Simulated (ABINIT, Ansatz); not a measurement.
**How the form of the self-energy moves the gap of InP (F-43m)**

Wanted: the gap of InP (F-43m) under several approximations, with cost.

Program: ABINIT 10.8.3. Level of theory: PBE and many-body steps on it, plane waves. Results are calculated unless marked as measured.

This is a report of a sequence of runs, with most program output left out.

### Step 1. The structure

Symmetry: F-43m, No. 216, cubic system. Conventional cell: a = 5.869 Å, b = 5.869 Å, c = 5.869 Å, α = 90.00°, β = 90.00°, γ = 90.00°. In has 4 P at 2.54 Å nearest. P has 4 In at 2.54 Å nearest. Farther neighbours are not listed.

The cell and positions come from the Crystallography Open Database and are kept as given unless a step says otherwise.

### Step 2. Empty states on the mesh, 4×4×4 mesh, 345 bands

This step: ABINIT 10.8.3; DFT, PBE, plane waves, norm-conserving pseudopotentials.

The sums over transitions need many empty states on a uniform mesh; this step solves for them.

run.abi reads:

```
acell 3*1.0 Angstrom
rprim 
  -0.000000000000 2.934350000000 2.934350000000
  2.934350000000 -0.000000000000 2.934350000000
  2.934350000000 2.934350000000 -0.000000000000
ntypat 2
znucl 49 15
natom 2
typat 1 2
xred 
  0.000000000000 0.000000000000 0.000000000000
  0.250000000000 0.250000000000 0.250000000000
pp_dirpath "pseudos"
pseudos "In.upf, P.upf"
ecut 33
ngkpt 4 4 4
nshiftk 1
shiftk 0 0 0
kptopt 1
chksymbreak 0
irdden 1
istwfk *1
nband 345
prtvol 0
optdriver 6
gwr_task "HDIAGO"
paral_kgb 0
occopt 1
indata_prefix "in"
outdata_prefix "out"
tmpdata_prefix "tmp"
```

Command:

```bash
OMP_NUM_THREADS=1 mpirun -n 8 abinit run.abi > log
```

The job ended after 30 s (8 MPI ranks of Intel Xeon Platinum 8259CL at 2.50GHz (Skylake/Cascade Lake), shared host; peak memory 4.7 GiB).

Numbers from this step:

- gap: 0.6876 eV
- k of the valence top: 0, 0, 0
- k of the conduction bottom: 0, 0, 0
- least direct gap: 0.6876 eV
- k points computed: 8
- lowest point of the top converged band, above the valence top: 189.0861 eV

On this mesh the gap is 0.688 eV.

The density comes from a self-consistent run that is not shown.

### Step 3. Screening, 4×4×4 mesh, 145 bands, screening to 176.9 eV

The RPA dielectric matrix is built and inverted for each q.

This step: RPA screening on PBE, plane waves, norm-conserving pseudopotentials.

run.abi: that of step 2 with these lines changed.

```diff
@@ -20,10 +20,11 @@
 chksymbreak 0
-irdden 1
 istwfk *1
-nband 345
-prtvol 0
-optdriver 6
-gwr_task "HDIAGO"
-paral_kgb 0
 occopt 1
+irdwfk 1
+optdriver 3
+nband 145
+ecuteps 6.5
+inclvkb 2
+awtr 1
+symchi 1
 indata_prefix "in"
```

Run time: 37 s. Hardware: 8 MPI ranks; peak memory 1.6 GiB.

Numbers from this step:

```yaml
eps_infinity_with_local_fields_on_this_mesh_along_the_program_s_q_direction: 47.20
the_same_without_local_fields: 49.81
plasma_frequency: 26.64 eV
plane_waves_in_the_screening_matrix: 283
```

Local fields lower ε∞ by 5 %. On a Γ-centred mesh this coarse the value itself is usually too large, while a short band sum pulls it down.

### Step 4. G0W0, Godby-Needs plasmon pole

The self-energy is evaluated for the states that the input lists, and the levels follow from it, in one-shot runs by the linearised quasiparticle equation.

This step: G0W0 on PBE, plane waves, norm-conserving pseudopotentials.

run.abi: that of step 3 with these lines changed.

```diff
@@ -23,8 +23,15 @@
 irdwfk 1
-optdriver 3
+optdriver 4
 nband 145
+gwcalctyp 0
+ecutsigx 33
+symsigma 1
+nkptgw 1
+kptgw 
+  0.0000000000 0.0000000000 0.0000000000
+bdgw 
+  11 17
 ecuteps 6.5
-inclvkb 2
-awtr 1
-symchi 1
+irdscr 1
+ppmodel 1
 indata_prefix "in"
```

Wall time 9 s (8 MPI ranks); peak memory 1.3 GiB; 70 s of CPU time.

Numbers from this step:

| Item | Value |
| --- | --- |
| G0W0 gap on the points computed | 1.348 eV |
| starting gap on the mesh | 0.6876 eV |
| k of the valence top | 0, 0, 0 |
| k of the conduction bottom | 0, 0, 0 |
| Z at the valence top | 0.775 |
| Z at the conduction bottom | 0.79 |
| least direct G0W0 gap on the computed points | 1.348 eV |

The gap on the mesh goes from 0.69 eV to 1.35 eV, a correction of +0.66 eV.

### Step 5. G0W0, von der Linden-Horsch plasmon pole

run.abi: that of step 4 with these lines changed.

```diff
@@ -35,3 +35,3 @@
 irdscr 1
-ppmodel 1
+ppmodel 3
 indata_prefix "in"
```

It took 7.7 s on 8 MPI ranks; peak memory 1.1 GiB.

Numbers from this step:

| Quantity | Value |
| --- | --- |
| G0W0 gap on the points computed | 1.351 eV |
| starting gap on the mesh | 0.6876 eV |
| k of the valence top | 0, 0, 0 |
| k of the conduction bottom | 0, 0, 0 |
| Z at the valence top | 0.837 |
| Z at the conduction bottom | 0.852 |
| least direct G0W0 gap on the computed points | 1.351 eV |

Against G0W0 in ABINIT (4×4×4 mesh, 145 bands, screening to 176.9 eV, Godby-Needs plasmon pole), the gap moves by +0.003 eV.

### Step 6. G0W0, Hybertsen-Louie plasmon pole

run.abi: that of step 5 with these lines changed.

```diff
@@ -35,3 +35,3 @@
 irdscr 1
-ppmodel 3
+ppmodel 2
 indata_prefix "in"
```

It took 9.3 s on 8 MPI ranks; peak memory 1.5 GiB.

This step gave:

```yaml
g0w0_gap_on_the_points_computed: 1.433 eV
starting_gap_on_the_mesh: 0.6876 eV
k_of_the_valence_top: 0, 0, 0
k_of_the_conduction_bottom: 0, 0, 0
least_direct_g0w0_gap_on_the_computed_points: 1.433 eV
```

Against G0W0 in ABINIT (4×4×4 mesh, 145 bands, screening to 176.9 eV, Godby-Needs plasmon pole), the gap moves by +0.085 eV.

### Step 7. One-shot Hartree-Fock

This step: one-shot Hartree-Fock on PBE, plane waves, norm-conserving pseudopotentials.

run.abi: that of step 6 with these lines changed.

```diff
@@ -24,4 +24,4 @@
 optdriver 4
-nband 145
-gwcalctyp 0
+nband 17
+gwcalctyp 5
 ecutsigx 33
@@ -33,5 +33,4 @@
   11 17
-ecuteps 6.5
-irdscr 1
-ppmodel 2
+ixc_sigma 40
+fftgw 31
 indata_prefix "in"
```

Elapsed: 3.7 s, on 8 MPI ranks; peak memory 0.76 GiB.

This step gave:

```
quasiparticle gap on the points computed              : 6.578 eV
starting gap on the mesh                              : 0.6876 eV
k of the valence top                                  : 0, 0, 0
k of the conduction bottom                            : 0, 0, 0
least direct quasiparticle gap on the computed points : 6.578 eV
```

Against G0W0 in ABINIT (4×4×4 mesh, 145 bands, screening to 176.9 eV, Godby-Needs plasmon pole), the gap moves by +5.230 eV.

### Step 8. The runs together

Times are wall times on 8 MPI ranks of Intel Xeon Platinum 8259CL at 2.50GHz (Skylake/Cascade Lake), shared host, good to a factor of about two. A run's time includes the screening step that it read.

```
                                     run   mesh  bands  screening cutoff (eV)  DFT gap (eV)  gap on the mesh (eV)  direct (eV)  ε∞ used   time
          G0W0, Godby-Needs plasmon pole  4×4×4    145                  176.9         0.688                 1.348        1.348    47.20   46 s
G0W0, von der Linden-Horsch plasmon pole  4×4×4    145                  176.9         0.688                 1.351        1.351    47.20   45 s
      G0W0, Hybertsen-Louie plasmon pole  4×4×4    145                  176.9         0.688                 1.433        1.433    47.20   46 s
                   one-shot Hartree-Fock  4×4×4      -                      -         0.688                 6.578        6.578        -  3.7 s
```

### Step 9. Outcome

* G0W0, Godby-Needs plasmon pole: 1.348 eV
* G0W0, von der Linden-Horsch plasmon pole: 1.351 eV
* G0W0, Hybertsen-Louie plasmon pole: 1.433 eV
* one-shot Hartree-Fock: 6.578 eV
* known limits: not at the basis limit; mesh may overstate the screening; no spin-orbit coupling; coarse k mesh

G0W0, von der Linden-Horsch plasmon pole: +0.003 eV against G0W0, Godby-Needs plasmon pole. G0W0, Hybertsen-Louie plasmon pole: +0.085 eV against G0W0, Godby-Needs plasmon pole. One-shot Hartree-Fock: +5.230 eV against G0W0, Godby-Needs plasmon pole. Bare exchange alone opens the gap to 6.58 eV; against G0W0, correlation takes back 5.23 eV. Bands and cutoff are finite, so the gap is not at the basis limit. The miss can reach some tenths of an eV and take either sign; the mesh is an error of its own. In the G0W0 runs levels were corrected at 1 k point alone, so a gap called «on the mesh» is the least over those, and an edge elsewhere would be missed. The 4×4×4 mesh is coarse for this cell, which bears on the long-range parts of exchange and screening. For the PBE start: The RPA ε∞ on this mesh reaches over 25; with a narrow direct gap a coarse mesh can overstate it, and the correction is then too small. The many-body steps are scalar-relativistic: spin-orbit coupling is not in them.

[Paths, hosts, dates, memory and timing lines, banners, echoed tables and standing remarks are left out of the program output.]

[Logs are printed without paths, hosts, clocks, repeated set-up lines and the standing remarks that a program may print on its own settings, such as how far it seeks lower states.]

[Runs of the session that timed out or met a known fault of the program may be left out.]

[Hosts, paths, dates, database ids (printed as entryN), source tags and the programs' standing remarks are cut or masked in the printed files.]

[G0W0 gaps are taken among the corrected bands and points alone; a level outside them can change the order at an edge.]

[Where Ansatz stands beside ABINIT at settings called matched, ABINIT's density can come from a denser mesh and the files from another edition; pairs whose starting gaps differed by over 0.03 eV were left out, so agreement reads better than it is.]
